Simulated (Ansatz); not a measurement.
## NaN2: relaxing a made-up structure

Starting from a made-up structure for NaN2, the aim is the relaxed cell, its shortest contacts and, where a second run follows, its electronic structure.

Method: DFT, r2SCAN, plane-wave PAW, files of the set soft_1, scalar-relativistic, no spin, cell and ions relaxed at zero pressure; PAW set soft_1, in the first sound run; inputs show where later runs differ, in Ansatz 0.2.0.

## 1. The starting structure

The structure is hexagonal, space group P6/mmm (No. 191). The conventional cell has a = 3.533 Å, b = 3.533 Å, c = 3.767 Å, α = 90.00°, β = 90.00°, γ = 120.00°. Nearest to Na lie 12 N at 2.78 Å. Nearest to N lie 3 N at 2.04 Å and 6 Na at 2.78 Å. Farther neighbours and most contacts between anions are not listed.

## 2. Relaxing cell and atoms

The guessed cell has no reason to be at equilibrium. It is relaxed with the atoms, within the space group of the guess.

Contents of input.yaml:

```yaml
crystal:
  lattice:
    - [3.533, 0.0, 0.0]
    - [-1.7665, 3.059667752, 0.0]
    - [0.0, 0.0, 3.767]
  atoms:
    - { symbol: Na, position: [0.0, 0.0, 0.0] }
    - { symbol: "N", position: [0.666666667, 0.333333333, 0.5] }
    - { symbol: "N", position: [0.333333333, 0.666666667, 0.5] }
kpoints:
  mp_grid: { grid: [9, 9, 7] }
scf:
  occupations: { method: fermi_dirac, width: 0.05 }
hamiltonian:
  xc: r2scan
  pseudopotentials: { kind: paw, azcp: { folder: soft_1 } }
relax:
  f_tol: 0.015
  max_steps: 70
  cell: {}
output:
  forces: true
  stress: true
```

Started as:

```bash
ansatz run input.yaml --threads 4 --pin off --max-ram 8192MiB --backend cpu --events-out ev --progress --plain --runs-dir out
```

Numbers of over 12 decimals in the logs are rounded to 6 here.

The program printed:

```text
Engine: ansatz 0.2.0, aarch64-unknown-linux-gnu
Pseudopotentials: kind: paw
Pseudopotential: Na, paw, valence charge 9, recommended cutoff 500 eV (meta_gga), soft_1/Na.paw.azcp
Pseudopotential: N, paw, valence charge 5, recommended cutoff 500 eV (meta_gga), soft_1/N.paw.azcp
Functional definition: r2SCAN
  parameter k0 = 0.174
  parameter k1 = 0.065
  parameter a1 = 4.9479
  exchange = r2scan_x(k0 = k0, k1 = k1, a1 = a1)
  correlation = r2scan_c
Crystal: 3 atoms, lattice volume = 40.721 Å³
Basis set: ecut = 500 eV, 1057 PW (Γ), exchange–correlation on 108×108×120 points (64 copies of the dense FFT grid, shifted against one another)
Bands: 14, of which v1, the nominal top of the filled ones, is band 10 counted from 1 (9 counted from 0)
Symmetry: 24 space group operations
Space group: P6/mmm (ITA 191), of the structure as read, at distance tolerance 3.4e-5 Å
k-points: 48 of 567
Non-local potential: Na, projectors of the file, l = 0: 3, l = 1: 2, l = 2: 1
Non-local potential: N, projectors of the file, l = 0: 2, l = 1: 2, l = 2: 1
PAW form: soft (Blöchl's): semilocal exchange-correlation on the pseudo side does not see the compensation charge
PAW frozen core: Na, regenerated for the run's functional (the file was generated under x = pbe(κ = 0.804, μ = 0.219515), c = pbe(β = 0.066725))
PAW frozen core: N, regenerated for the run's functional (the file was generated under x = pbe(κ = 0.804, μ = 0.219515), c = pbe(β = 0.066725))
PAW one-centre angular grid: Na, 302 points (default); XC on 317 of its mesh's 2451 points in the sphere
PAW one-centre angular grid: N, 302 points (default); XC on 160 Gauss nodes
Initial density: superposition of atomic densities (chi_scale 0.1, normalization cell, long waves kept (reshape's long-wave potential 0.00 eV rms))
Initial wavefunctions: pseudopotential atomic-orbital guess
Functional: x = r2scan, c = r2scan; τ floored in thin density (d = 2e-4 eV/Å³)
SCF iter   1: F=—  HF=-2254.191548 eV  |F-HF|=—  |Δ(HF+E_count)|=         —  Δρ=9.34e-2  dr2=2.64e0  dr2_τ=3.28e-2  ethr=3.10e-3  ⟨swp⟩=5.0  Hψ=3311  notcnv=0
preconditioner: auto → none  [metal: Δε(μ)=0.018 eV  Ē_g=11.467 eV  σ=0.050 eV  W_gap=0.09  n_scr=8 (ndim 8)  ℏωp=19.3 eV  f_vac=0.000  D(μ)=1.93/eV (n_scr^D=20)  sad-step TF]
SCF iter   2: F=—  HF=-2253.409138 eV  |F-HF|=—  |Δ(HF+E_count)|=   7.82e-1  Δρ=4.21e-2  dr2=7.09e-1  dr2_τ=2.53e-2  ethr=3.10e-3  ⟨swp⟩=2.5  Hψ=1757  notcnv=0  defer=5
SCF iter   3: F=—  HF=-2253.149700 eV  |F-HF|=—  |Δ(HF+E_count)|=   2.59e-1  Δρ=8.46e-3  dr2=1.53e-2  dr2_τ=5.63e-4  ethr=3.10e-3  ⟨swp⟩=3.3  Hψ=1415  notcnv=0  defer=5
SCF iter   4: F=—  HF=-2253.151546 eV  |F-HF|=—  |Δ(HF+E_count)|=   1.85e-3  Δρ=5.81e-4  dr2=1.57e-4  dr2_τ=7.81e-6  ethr=8.06e-5  ⟨swp⟩=2.2  Hψ=1605  notcnv=0  defer=3
SCF iter   5: F=—  HF=-2253.151612 eV  |F-HF|=—  |Δ(HF+E_count)|=   6.59e-5  Δρ=2.42e-4  dr2=2.43e-5  dr2_τ=1.16e-6  ethr=8.26e-7  ⟨swp⟩=2.0  Hψ=946  notcnv=0  defer=3
SCF iter   6: F=—  HF=-2253.151601 eV  |F-HF|=—  |Δ(HF+E_count)|=   1.05e-5  Δρ=4.60e-5  dr2=3.91e-7  dr2_τ=1.12e-7  ethr=1.28e-7  ⟨swp⟩=2.9  Hψ=1116  notcnv=0  defer=3
SCF iter   7: F=-2253.151601 eV  HF=-2253.151601 eV  |F-HF|=1.76e-8  |Δ(HF+E_count)|=   1.07e-7  Δρ=9.47e-6  dr2=3.86e-8  dr2_τ=1.67e-9  ethr=5.26e-10  ⟨swp⟩=4.0  Hψ=2227  notcnv=0
SCF 1 converged in 7 iterations: F = -2253.151601 eV  dr2 = 3.86e-8
  greatest PAW one-centre occupation: 1.002 electrons in one spin orbital (limit 2), on the Na atom at site 0 (counted from 0), in its partial waves of l = 0
relax step   1: F+E_penalty+E_count = -2253.15160088 eV  Δ(F+E_penalty+E_count) = +0.000e0 eV  max|allowed force component| = 1.480e-15 eV/Å  Δτ_max = 0.0000 Å  P = -18.988 GPa  Ω = 40.721 Å³  (7 SCF iters, dr2 threshold 1.00e-7 eV, accepted)
Crystal: 3 atoms, lattice volume = 36.472 Å³
Basis set: ecut = 500 eV, 901 PW (Γ), exchange–correlation on 108×108×120 points (64 copies of the dense FFT grid, shifted against one another)
Initial density: handed on by an earlier stage of this run
Initial wavefunctions: those handed on with the density
iter 1 solved again at ethr=8.24e-5 eV; its pass at ethr=3.10e-3 eV (dr2=1.57e-2 eV) is discarded
SCF iter   1: F=—  HF=-2253.565397 eV  |F-HF|=—  |Δ(HF+E_count)|=         —  Δρ=8.41e-3  dr2=1.53e-2  dr2_τ=6.60e-2  ethr=8.24e-5  ⟨swp⟩=1.0  Hψ=4477  notcnv=0
preconditioner: auto → none  [metal: Δε(μ)=0.014 eV  Ē_g=18.948 eV  σ=0.050 eV  W_gap=0.07  n_scr=8 (ndim 8)  ℏωp=25.4 eV  f_vac=0.000  D(μ)=1.77/eV (n_scr^D=20)]
SCF iter   2: F=—  HF=-2253.712377 eV  |F-HF|=—  |Δ(HF+E_count)|=   1.47e-1  Δρ=2.95e-3  dr2=2.35e-3  dr2_τ=2.88e-4  ethr=8.08e-5  ⟨swp⟩=3.0  Hψ=1440  notcnv=0
SCF iter   3: F=—  HF=-2253.712561 eV  |F-HF|=—  |Δ(HF+E_count)|=   1.84e-4  Δρ=1.06e-3  dr2=2.73e-4  dr2_τ=3.78e-5  ethr=1.24e-5  ⟨swp⟩=2.0  Hψ=1263  notcnv=0
SCF iter   4: F=—  HF=-2253.712529 eV  |F-HF|=—  |Δ(HF+E_count)|=   3.25e-5  Δρ=3.23e-4  dr2=1.16e-5  dr2_τ=1.08e-6  ethr=1.44e-6  ⟨swp⟩=2.0  Hψ=865  notcnv=0
SCF iter   5: F=—  HF=-2253.712538 eV  |F-HF|=—  |Δ(HF+E_count)|=   8.58e-6  Δρ=5.35e-5  dr2=5.78e-7  dr2_τ=1.56e-7  ethr=6.10e-8  ⟨swp⟩=2.1  Hψ=1013  notcnv=0
SCF iter   6: F=-2253.712538 eV  HF=-2253.712538 eV  |F-HF|=1.49e-9  |Δ(HF+E_count)|=   3.02e-7  Δρ=3.20e-6  dr2=8.96e-10  dr2_τ=2.37e-10  ethr=1.58e-9  ⟨swp⟩=4.0  Hψ=2225  notcnv=0
SCF 2 converged in 6 iterations: F = -2253.712538 eV  dr2 = 8.96e-10
relax step   2: F+E_penalty+E_count = -2253.71253783 eV  Δ(F+E_penalty+E_count) = -5.609e-1 eV  max|allowed force component| = 1.480e-15 eV/Å  Δτ_max = 0.0000 Å  P = -14.587 GPa  Ω = 36.472 Å³  energy of the carried Pulay correction = +1.335e-3 eV  (6 SCF iters, dr2 threshold 3.00e-7 eV, accepted)
Crystal: 3 atoms, lattice volume = 32.441 Å³
Basis set: ecut = 500 eV, 811 PW (Γ), exchange–correlation on 108×108×120 points (64 copies of the dense FFT grid, shifted against one another)
iter 1 solved again at ethr=2.53e-4 eV; its pass at ethr=3.10e-3 eV (dr2=4.81e-2 eV) is discarded
SCF iter   1: F=—  HF=-2253.908376 eV  |F-HF|=—  |Δ(HF+E_count)|=         —  Δρ=1.79e-2  dr2=4.75e-2  dr2_τ=8.37e-2  ethr=2.53e-4  ⟨swp⟩=1.0  Hψ=4499  notcnv=0
preconditioner: auto → none  [insulator: Δε(μ)=0.154 eV  Ē_g=19.821 eV  σ=0.050 eV  W_gap=0.55  n_scr=8 (ndim 8)  ℏωp=26.9 eV  f_vac=0.000  D(μ)=1.57/eV (n_scr^D=20)  ε∞_Penn≈2.8]
SCF iter   2: F=—  HF=-2254.067575 eV  |F-HF|=—  |Δ(HF+E_count)|=   1.59e-1  Δρ=6.67e-3  dr2=6.93e-3  dr2_τ=4.44e-4  ethr=2.50e-4  ⟨swp⟩=3.0  Hψ=1440  notcnv=0
SCF iter   3: F=—  HF=-2254.066972 eV  |F-HF|=—  |Δ(HF+E_count)|=   6.03e-4  Δρ=8.73e-4  dr2=1.97e-4  dr2_τ=2.50e-5  ethr=3.65e-5  ⟨swp⟩=3.0  Hψ=1246  notcnv=0
SCF iter   4: F=—  HF=-2254.066963 eV  |F-HF|=—  |Δ(HF+E_count)|=   8.74e-6  Δρ=2.45e-4  dr2=6.46e-6  dr2_τ=1.64e-6  ethr=1.04e-6  ⟨swp⟩=2.2  Hψ=941  notcnv=0
SCF iter   5: F=—  HF=-2254.066966 eV  |F-HF|=—  |Δ(HF+E_count)|=   3.41e-6  Δρ=8.03e-5  dr2=8.45e-7  dr2_τ=1.67e-7  ethr=3.40e-8  ⟨swp⟩=1.8  Hψ=820  notcnv=0
SCF iter   6: F=-2254.066967 eV  HF=-2254.066967 eV  |F-HF|=3.16e-9  |Δ(HF+E_count)|=   3.30e-7  Δρ=1.32e-5  dr2=3.11e-8  dr2_τ=4.70e-9  ethr=1.58e-9  ⟨swp⟩=4.2  Hψ=2236  notcnv=0
SCF 3 converged in 6 iterations: F = -2254.066967 eV  dr2 = 3.11e-8
relax step   3: F+E_penalty+E_count = -2254.06696670 eV  Δ(F+E_penalty+E_count) = -3.544e-1 eV  max|allowed force component| = 2.072e-15 eV/Å  Δτ_max = 0.0000 Å  P = -7.209 GPa  Ω = 32.441 Å³  energy of the carried Pulay correction = +2.733e-3 eV  (6 SCF iters, dr2 threshold 3.00e-7 eV, accepted)
Crystal: 3 atoms, lattice volume = 29.251 Å³
Basis set: ecut = 500 eV, 757 PW (Γ), exchange–correlation on 108×108×120 points (64 copies of the dense FFT grid, shifted against one another)
iter 1 solved again at ethr=1.16e-4 eV; its pass at ethr=3.10e-3 eV (dr2=2.21e-2 eV) is discarded
SCF iter   1: F=—  HF=-2254.006726 eV  |F-HF|=—  |Δ(HF+E_count)|=         —  Δρ=1.18e-2  dr2=2.20e-2  dr2_τ=6.30e-2  ethr=1.16e-4  ⟨swp⟩=1.0  Hψ=4341  notcnv=0
preconditioner: auto → none  [metal: Δε(μ)=0.120 eV  Ē_g=20.546 eV  σ=0.050 eV  W_gap=0.48  n_scr=8 (ndim 8)  ℏωp=28.3 eV  f_vac=0.000  D(μ)=0.65/eV (n_scr^D=2)]
SCF iter   2: F=—  HF=-2254.124652 eV  |F-HF|=—  |Δ(HF+E_count)|=   1.18e-1  Δρ=5.16e-3  dr2=4.18e-3  dr2_τ=2.68e-4  ethr=1.16e-4  ⟨swp⟩=3.0  Hψ=1428  notcnv=0
SCF iter   3: F=—  HF=-2254.124262 eV  |F-HF|=—  |Δ(HF+E_count)|=   3.90e-4  Δρ=4.79e-4  dr2=3.87e-5  dr2_τ=8.63e-6  ethr=2.20e-5  ⟨swp⟩=2.5  Hψ=1206  notcnv=0
SCF iter   4: F=—  HF=-2254.124295 eV  |F-HF|=—  |Δ(HF+E_count)|=   3.28e-5  Δρ=2.02e-4  dr2=9.46e-6  dr2_τ=1.64e-6  ethr=2.03e-7  ⟨swp⟩=2.0  Hψ=1103  notcnv=0
SCF iter   5: F=-2254.124292 eV  HF=-2254.124292 eV  |F-HF|=1.24e-7  |Δ(HF+E_count)|=   3.24e-6  Δρ=4.41e-5  dr2=1.86e-7  dr2_τ=5.84e-8  ethr=1.58e-9  ⟨swp⟩=3.2  Hψ=2690  notcnv=0
SCF 4 converged in 5 iterations: F = -2254.124292 eV  dr2 = 1.86e-7
relax step   4: F+E_penalty+E_count = -2254.12429203 eV  Δ(F+E_penalty+E_count) = -5.733e-2 eV  max|allowed force component| = 1.628e-15 eV/Å  Δτ_max = 0.0000 Å  P = +2.666 GPa  Ω = 29.251 Å³  energy of the carried Pulay correction = +3.881e-3 eV  (5 SCF iters, dr2 threshold 3.00e-7 eV, accepted)
Crystal: 3 atoms, lattice volume = 30.315 Å³
Basis set: ecut = 500 eV, 769 PW (Γ), exchange–correlation on 108×108×120 points (64 copies of the dense FFT grid, shifted against one another)
iter 1 solved again at ethr=2.00e-5 eV; its pass at ethr=3.10e-3 eV (dr2=3.79e-3 eV) is discarded
SCF iter   1: F=—  HF=-2254.117968 eV  |F-HF|=—  |Δ(HF+E_count)|=         —  Δρ=3.77e-3  dr2=3.82e-3  dr2_τ=8.58e-3  ethr=2.00e-5  ⟨swp⟩=1.0  Hψ=4686  notcnv=0
preconditioner: auto → none  [metal: Δε(μ)=0.107 eV  Ē_g=20.112 eV  σ=0.050 eV  W_gap=0.41  n_scr=8 (ndim 8)  ℏωp=27.8 eV  f_vac=0.000  D(μ)=0.78/eV (n_scr^D=2)]
SCF iter   2: F=—  HF=-2254.134307 eV  |F-HF|=—  |Δ(HF+E_count)|=   1.63e-2  Δρ=1.73e-3  dr2=3.71e-4  dr2_τ=6.86e-5  ethr=2.00e-5  ⟨swp⟩=2.0  Hψ=1269  notcnv=0
SCF iter   3: F=—  HF=-2254.134385 eV  |F-HF|=—  |Δ(HF+E_count)|=   7.80e-5  Δρ=7.21e-4  dr2=5.01e-5  dr2_τ=8.08e-6  ethr=1.95e-6  ⟨swp⟩=2.0  Hψ=996  notcnv=0
SCF iter   4: F=—  HF=-2254.134423 eV  |F-HF|=—  |Δ(HF+E_count)|=   3.81e-5  Δρ=8.65e-5  dr2=6.83e-7  dr2_τ=7.55e-8  ethr=2.64e-7  ⟨swp⟩=2.2  Hψ=953  notcnv=0
SCF iter   5: F=-2254.134424 eV  HF=-2254.134424 eV  |F-HF|=3.21e-8  |Δ(HF+E_count)|=   9.72e-7  Δρ=1.95e-5  dr2=3.25e-8  dr2_τ=4.75e-9  ethr=1.58e-9  ⟨swp⟩=4.2  Hψ=2243  notcnv=0
SCF 5 converged in 5 iterations: F = -2254.134424 eV  dr2 = 3.25e-8
relax step   5: F+E_penalty+E_count = -2254.13442427 eV  Δ(F+E_penalty+E_count) = -1.013e-2 eV  max|allowed force component| = 1.776e-15 eV/Å  Δτ_max = 0.0000 Å  P = -0.216 GPa  Ω = 30.315 Å³  energy of the carried Pulay correction = +3.546e-3 eV  (5 SCF iters, dr2 threshold 3.00e-7 eV, accepted)
Crystal: 3 atoms, lattice volume = 30.172 Å³
iter 1 solved again at ethr=7.52e-7 eV; its pass at ethr=3.10e-3 eV (dr2=1.43e-4 eV) is discarded
SCF iter   1: F=—  HF=-2254.134808 eV  |F-HF|=—  |Δ(HF+E_count)|=         —  Δρ=8.15e-4  dr2=1.68e-4  dr2_τ=2.51e-4  ethr=7.52e-7  ⟨swp⟩=2.0  Hψ=4272  notcnv=0
preconditioner: auto → none  [metal: Δε(μ)=0.062 eV  Ē_g=20.209 eV  σ=0.050 eV  W_gap=0.28  n_scr=8 (ndim 8)  ℏωp=27.9 eV  f_vac=0.000  D(μ)=0.75/eV (n_scr^D=2)]
SCF iter   2: F=—  HF=-2254.135159 eV  |F-HF|=—  |Δ(HF+E_count)|=   3.51e-4  Δρ=3.12e-4  dr2=8.00e-6  dr2_τ=2.53e-6  ethr=7.52e-7  ⟨swp⟩=2.0  Hψ=1344  notcnv=0
SCF iter   3: F=—  HF=-2254.135164 eV  |F-HF|=—  |Δ(HF+E_count)|=   5.09e-6  Δρ=1.40e-4  dr2=1.36e-6  dr2_τ=2.47e-7  ethr=4.21e-8  ⟨swp⟩=2.0  Hψ=996  notcnv=0
SCF iter   4: F=-2254.135166 eV  HF=-2254.135166 eV  |F-HF|=1.21e-8  |Δ(HF+E_count)|=   1.65e-6  Δρ=1.17e-5  dr2=1.30e-8  dr2_τ=1.18e-9  ethr=1.58e-9  ⟨swp⟩=4.1  Hψ=2238  notcnv=0
SCF 6 converged in 4 iterations: F = -2254.135166 eV  dr2 = 1.30e-8
relax step   6: F+E_penalty+E_count = -2254.13516583 eV  Δ(F+E_penalty+E_count) = -7.416e-4 eV  max|allowed force component| = 1.135e-15 eV/Å  Δτ_max = 0.0000 Å  P = -0.024 GPa  Ω = 30.172 Å³  energy of the carried Pulay correction = +3.583e-3 eV  (4 SCF iters, dr2 threshold 3.00e-7 eV, accepted)
Basis set: ecut = 500 eV, 769 PW (Γ), exchange–correlation on 96×96×108 points (64 copies of the dense FFT grid, shifted against one another)
Initial wavefunctions: pseudopotential atomic-orbital guess (no wavefunctions were taken with the density)
iter 1 solved again at ethr=6.82e-8 eV; its pass at ethr=3.10e-3 eV (dr2=1.29e-5 eV) is discarded
SCF iter   1: F=—  HF=-2254.132023 eV  |F-HF|=—  |Δ(HF+E_count)|=         —  Δρ=5.52e-4  dr2=7.74e-6  dr2_τ=5.59e-5  ethr=6.82e-8  ⟨swp⟩=3.6  Hψ=5622  notcnv=0
preconditioner: auto → none  [metal: Δε(μ)=0.061 eV  Ē_g=20.197 eV  σ=0.050 eV  W_gap=0.27  n_scr=8 (ndim 8)  ℏωp=27.9 eV  f_vac=0.000  D(μ)=0.76/eV (n_scr^D=2)]
SCF iter   2: F=—  HF=-2254.132058 eV  |F-HF|=—  |Δ(HF+E_count)|=   3.58e-5  Δρ=2.78e-4  dr2=1.97e-6  dr2_τ=2.91e-6  ethr=4.07e-8  ⟨swp⟩=2.3  Hψ=885  notcnv=0
SCF iter   3: F=—  HF=-2254.132068 eV  |F-HF|=—  |Δ(HF+E_count)|=   9.69e-6  Δρ=1.75e-5  dr2=5.84e-8  dr2_τ=1.19e-8  ethr=1.04e-8  ⟨swp⟩=2.0  Hψ=933  notcnv=0
SCF iter   4: F=—  HF=-2254.132068 eV  |F-HF|=—  |Δ(HF+E_count)|=   1.12e-9  Δρ=4.45e-6  dr2=9.53e-10  dr2_τ=6.18e-10  ethr=3.08e-10  ⟨swp⟩=2.0  Hψ=899  notcnv=0
SCF iter   5: F=-2254.132068 eV  HF=-2254.132068 eV  |F-HF|=6.18e-11  |Δ(HF+E_count)|=   3.96e-9  Δρ=7.03e-7  dr2=2.35e-11  dr2_τ=1.38e-11  ethr=1.00e-12  ⟨swp⟩=4.8  Hψ=3244  notcnv=0
SCF 7 converged in 5 iterations: F = -2254.132068 eV  dr2 = 2.35e-11
relax step   7: F+E_penalty+E_count = -2254.13206803 eV  Δ(F+E_penalty+E_count) = +3.098e-3 eV  max|allowed force component| = 1.036e-15 eV/Å  Δτ_max = 0.0000 Å  P = -0.046 GPa  Ω = 30.172 Å³  stress off target by 6.75e-2 GPa  SCF on the basis re-selected at this cell (its energy is not comparable with the rows above)  (5 SCF iters)
basis re-selected at this cell: Δ(F+E_penalty+E_count) = +3.098e-3 eV, ΔP = -0.022 GPa vs the last step (what re-selecting the basis moved, of the pressure what is left beyond the Pulay correction that the steps carried, after the strain that the cell walked since its last selection, with what the two solves' SCF thresholds leave and, on support functions, any second-order correction that the steps lacked; it is no measure of the basis error at this ecutwfc). The dense FFT grid was sized anew with the basis: this SCF ran on 24×24×27 points, the steps before it on 27×27×30, so part of this shift can come from that change (see relax.cell in the input reference). [rest of the remark cut]
Crystal: 3 atoms, lattice volume = 30.161 Å³
iter 1 solved again at ethr=1.91e-9 eV; its pass at ethr=3.10e-3 eV (dr2=3.62e-7 eV) is discarded
SCF iter   1: F=—  HF=-2254.132072 eV  |F-HF|=—  |Δ(HF+E_count)|=         —  Δρ=4.23e-5  dr2=3.16e-7  dr2_τ=1.03e-6  ethr=1.91e-9  ⟨swp⟩=2.0  Hψ=4111  notcnv=0
preconditioner: auto → none  [metal: Δε(μ)=0.061 eV  Ē_g=20.201 eV  σ=0.050 eV  W_gap=0.27  n_scr=8 (ndim 8)  ℏωp=27.9 eV  f_vac=0.000  D(μ)=0.75/eV (n_scr^D=2)]
SCF iter   2: F=—  HF=-2254.132074 eV  |F-HF|=—  |Δ(HF+E_count)|=   1.83e-6  Δρ=1.59e-5  dr2=4.89e-8  dr2_τ=4.02e-9  ethr=1.66e-9  ⟨swp⟩=2.0  Hψ=1126  notcnv=0
SCF iter   3: F=-2254.132074 eV  HF=-2254.132074 eV  |F-HF|=2.23e-11  |Δ(HF+E_count)|=   1.52e-9  Δρ=3.06e-6  dr2=8.32e-10  dr2_τ=1.63e-10  ethr=5.99e-11  ⟨swp⟩=4.3  Hψ=2245  notcnv=0
SCF 8 converged in 3 iterations: F = -2254.132074 eV  dr2 = 8.32e-10
relax step   8: F+E_penalty+E_count = -2254.13207422 eV  Δ(F+E_penalty+E_count) = -6.187e-6 eV  max|allowed force component| = 1.776e-15 eV/Å  Δτ_max = 0.0000 Å  P = +0.000 GPa  Ω = 30.161 Å³  energy of the carried Pulay correction = +3.950e-6 eV  (3 SCF iters, dr2 threshold 1.14e-8 eV, accepted)
iter 1 solved again at ethr=2.23e-8 eV; its pass at ethr=3.10e-3 eV (dr2=4.24e-6 eV) is discarded
SCF iter   1: F=—  HF=-2254.132070 eV  |F-HF|=—  |Δ(HF+E_count)|=         —  Δρ=3.03e-6  dr2=7.40e-10  dr2_τ=3.23e-10  ethr=2.23e-8  ⟨swp⟩=3.8  Hψ=5648  notcnv=0
preconditioner: auto → none  [metal: Δε(μ)=0.061 eV  Ē_g=20.200 eV  σ=0.050 eV  W_gap=0.27  n_scr=8 (ndim 8)  ℏωp=27.9 eV  f_vac=0.000  D(μ)=0.75/eV (n_scr^D=2)]
SCF iter   2: F=—  HF=-2254.132070 eV  |F-HF|=—  |Δ(HF+E_count)|=   1.71e-7  Δρ=1.34e-6  dr2=1.23e-10  dr2_τ=2.57e-11  ethr=3.89e-12  ⟨swp⟩=2.7  Hψ=1212  notcnv=0
SCF iter   3: F=-2254.132070 eV  HF=-2254.132070 eV  |F-HF|=5.91e-12  |Δ(HF+E_count)|=  1.41e-10  Δρ=2.20e-7  dr2=3.71e-12  dr2_τ=2.10e-12  ethr=1.00e-12  ⟨swp⟩=6.0  Hψ=2885  notcnv=0
SCF 9 converged in 3 iterations: F = -2254.132070 eV  dr2 = 3.71e-12
relax step   9: F+E_penalty+E_count = -2254.13206982 eV  Δ(F+E_penalty+E_count) = +4.399e-6 eV  max|allowed force component| = 2.072e-15 eV/Å  Δτ_max = 0.0000 Å  P = +0.000 GPa  Ω = 30.161 Å³  stress off target by 2.67e-4 GPa  SCF on the basis re-selected at this cell (its energy is not comparable with the rows above)  (3 SCF iters)
basis re-selected at this cell: Δ(F+E_penalty+E_count) = +4.399e-6 eV, ΔP = +0.000 GPa vs the last step (what re-selecting the basis moved, of the pressure what is left beyond the Pulay correction that the steps carried, after the strain that the cell walked since its last selection, with what the two solves' SCF thresholds leave and, on support functions, any second-order correction that the steps lacked; it is no m [...]
SCF converged after 3 iterations
Free energy (F): -2254.132070 eV
Harris-Foulkes:  -2254.132070 eV  (|F-HF|=5.91e-12)
Internal energy: -2254.125773 eV  (E = F + TS)
E sigma→0 (E₀):  -2254.128921 eV
Entropy (-TS):   -0.006297 eV (-2.099 meV/atom)
Fermi energy:    7.127996 eV
--- Per-component energies (eV) ---
  E_band       = -208.369468
  E_kinetic    = 357.269573
  E_local      = -1561.671205  (includes V_loc(G=0)·N_el)
  E_nonlocal   = 352.937002
  E_hartree    = 497.028158
  E_xc         = -149.847346
  E_vxc        = -216.092848  (∫ρ·V_xc dr)
  E_paw        = -553.994846  (= ΣΔE_a)
  E_vpaw       = -149.571187  (= ΣTr[D̂ρ^β])
  E_aug_tail   = 0.000010  (compensation charges beyond the density's cutoff)
  E_vtau       = 14.702903  (kinetic-family band-sum trace: ∫τ·v_τ [+ j·A + Jᵃ·Aᵃ] dr)
  E_ewald      = -1195.761722
  E_core_change = -0.085397  (= ΣΔE_core)
  E_smearing   = -0.006297  (= −TS)
  E_closure    = -0.000000  (closes the sum)
  Σ components = -2254.132070   (vs F -2254.132070, Δ=0.00e0)
--- Forces (eV/Å), atoms counted from 1 ---
  atom   1  Na     0.00000000     0.00000000     0.00000000
  atom   2  N      0.00000000    -0.00000000     0.00000000
  atom   3  N      0.00000000     0.00000000     0.00000000
  max |Σ_I F_I| component: 2.63e-31 eV/Å
--- Stress (GPa, compression-positive) ---
        0.000267       0.000000       0.000000
       -0.000000       0.000267       0.000000
        0.000000       0.000000       0.000080
  P = ⅓ Tr σ = 0.0002 GPa (0.002 kbar)
--- Relaxed structure (7 steps of the walk, 7 accepted, 2 SCFs on fresh bases) ---
  F+E_penalty+E_count = -2254.13206982 eV   max|allowed force component| = 2.072e-15 eV/Å   (the final SCF, on the basis selected at the relaxed cell)
  cell:  # Å, volume = 30.1615 Å³
    - [3.088658, 0, 0.0]
    - [-1.544329, 2.674856, 0.0]
    - [0.0, 0.0, 3.650754]
  atoms:
    - { symbol: Na, position: [0, 0, 0.0] }
    - { symbol: N, position: [0.666667, 0.333333, 0.500000] }
    - { symbol: N, position: [0.333333, 0.666667, 0.500000] }
```

The job ended after 7.7 s (4 threads of Arm Neoverse V2, shared host; peak memory 0.41 GiB).

This run has no spin polarisation although its electron count is odd.

(Continued in part 2 of 2.)

[Logs are printed without paths, hosts, clocks, repeated set-up lines and the standing remarks that a program may print on its own settings, such as how far it seeks lower states.]

[Hosts, paths, dates, database ids (printed as entryN), source tags and the programs' standing remarks are cut or masked in the printed files.]
